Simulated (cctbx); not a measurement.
## Finding the light atoms

Cell a = 5.9910 Å, b = 5.9910 Å, c = 3.9710 Å, α = 90.00°, β = 90.00°, γ = 90.00°; space group P4/mmm (no. 123); content Tl2 In1 F5. The heavier atoms are placed; F is still missing.

The data are simulated with cctbx, not measured: synchrotron X-rays, λ = 0.7749 Å, to d = 0.7 Å, 50 % of the full sphere, strongest reflection 20000 counts, noise from counting, a 1.5 % proportional error and a noise floor of 15 counts (s.d.); no absorption.

Refinement without F (map in e/Å³):

```text
Rint 0.016, 157 unique reflections to 0.70 A
cycle     R1     wR2    GooF  max shift (A)
   1  0.1717  0.3788  27.567   0.00000
   2  0.0921  0.1915  13.939   0.00000
final R1 0.0921 wR2 0.1915 GooF 13.939  parameters 2  data/parameter 78.5
atom        x        y        z      Ueq    occ   su(xyz)  su(Uiso or U11)
Tl1    0.50000  0.00000  0.50000   0.0046  1.000  0.00000  0.0007
In1    0.00000  0.00000  0.00000   0.0083  1.000  0.00000  0.0012
difference map: max 26.99 min -1.85 rms 1.78
Q1    0.2131  0.2131  0.0000    4   27.87  1.81 A from In1
Q2    0.0000  0.0000  0.5000    1   26.99  1.99 A from In1
Q3    0.0000  0.0000  0.0000    1    7.09  0.00 A from In1
Q4    0.0000  0.5000  0.5000    2    5.04  0.00 A from Tl1
Q5    0.0000  0.2908  0.5000    4    1.01  1.25 A from Tl1
Q6    0.0594  0.1585  0.0962   16    0.96  1.08 A from In1
Q7    0.2031  0.2916  0.2176   16    0.93  2.07 A from Tl1
Q8    0.1637  0.1637  0.2175    8    0.80  1.63 A from In1
```

The data are simulated with cctbx, not measured: neutrons of λ = 1.17 Å, to d = 0.8 Å, 50 % of the full sphere, strongest reflection 5000 counts, noise from counting, a 1.5 % proportional error and a noise floor of 15 counts (s.d.); no absorption.

Refinement without F (map in fm/Å³; only maxima are listed):

```text
Rint 0.033, 110 unique reflections to 0.81 A
cycle     R1     wR2    GooF  max shift (A)
   1  0.6096  0.8805  36.126   0.00000
   8  0.5846  0.8594  35.260   0.00000
final R1 0.5936 wR2 0.8614 GooF 35.339  parameters 2  data/parameter 55.0
atom        x        y        z      Ueq    occ   su(xyz)  su(Uiso or U11)
Tl1    0.50000  0.00000  0.50000   0.0020  1.000  0.00000  0.0099
In1    0.00000  0.00000  0.00000   0.0087  1.000  0.00000  0.0234
difference map: max 43.74 min -36.67 rms 3.35
Q1    0.0000  0.0000  0.0000    1   43.74  0.00 A from In1
Q2    0.2241  0.2241  0.0000    4   32.92  1.90 A from In1
Q3    0.0000  0.0000  0.5000    1   31.34  1.99 A from In1
Q4    0.0000  0.5000  0.5000    2   22.73  0.00 A from Tl1
Q5    0.5000  0.5000  0.5000    1   17.63  3.00 A from Tl1
Q6    0.0000  0.4196  0.0000    4   10.03  2.04 A from Tl1
Q7    0.2137  0.2137  0.5000    4    9.50  2.14 A from Tl1
Q8    0.4239  0.4239  0.0000    4    5.47  3.26 A from Tl1
```

**Question.** Where is F, and which data fix it better?

F sits at (0.2135, 0.2135, 0) and (0, 0, 1/2). Adding it takes R1 from 0.092 to 0.006 with X-rays and from 0.594 to 0.012 with neutrons. Its largest coordinate s.u. is 0.00021 with X-rays and 0.00007 with neutrons, so neutrons fix it better in these data. In the X-ray map Q1 and Q2 mark it. In the neutron map Q2 and Q3 mark it.

Final neutron refinement:

```text
Rint 0.033, 110 unique reflections to 0.81 A
cycle     R1     wR2    GooF  max shift (A)
   1  0.0964  0.1956   8.137   0.01380
   2  0.0124  0.0207   0.859   0.00000
final R1 0.0124 wR2 0.0207 GooF 0.859  parameters 5  data/parameter 22.0
atom        x        y        z      Ueq    occ   su(xyz)  su(Uiso or U11)
Tl1    0.50000  0.00000  0.50000   0.0060  1.000  0.00000  0.0001
In1    0.00000  0.00000  0.00000   0.0095  1.000  0.00000  0.0003
F1     0.21347  0.21347  0.00000   0.0122  1.000  0.00007  0.0002
F2     0.00000  0.00000  0.50000   0.0155  1.000  0.00000  0.0003
difference map: max 0.28 min -0.31 rms 0.07
Q1    0.5000  0.5000  0.1713    2    0.29  2.52 A from F1
Q2    0.1277  0.5000  0.3701    8    0.26  0.92 A from Tl1
Q3    0.0724  0.0724  0.0000    4    0.21  0.61 A from In1
Q4    0.0000  0.1643  0.3004    8    0.21  1.26 A from F2
Q5    0.3516  0.5000  0.0000    4    0.21  1.91 A from F1
Q6    0.3206  0.3206  0.0757    8    0.17  0.96 A from F1
```

The model is made up (kin elements in a known structure type, no relaxation), so it says nothing on whether the phase exists.

[Middle refinement cycles are left out of these outputs.]

[Logs are printed without paths, hosts, clocks, repeated set-up lines and the standing remarks that a program may print on its own settings, such as how far it seeks lower states.]
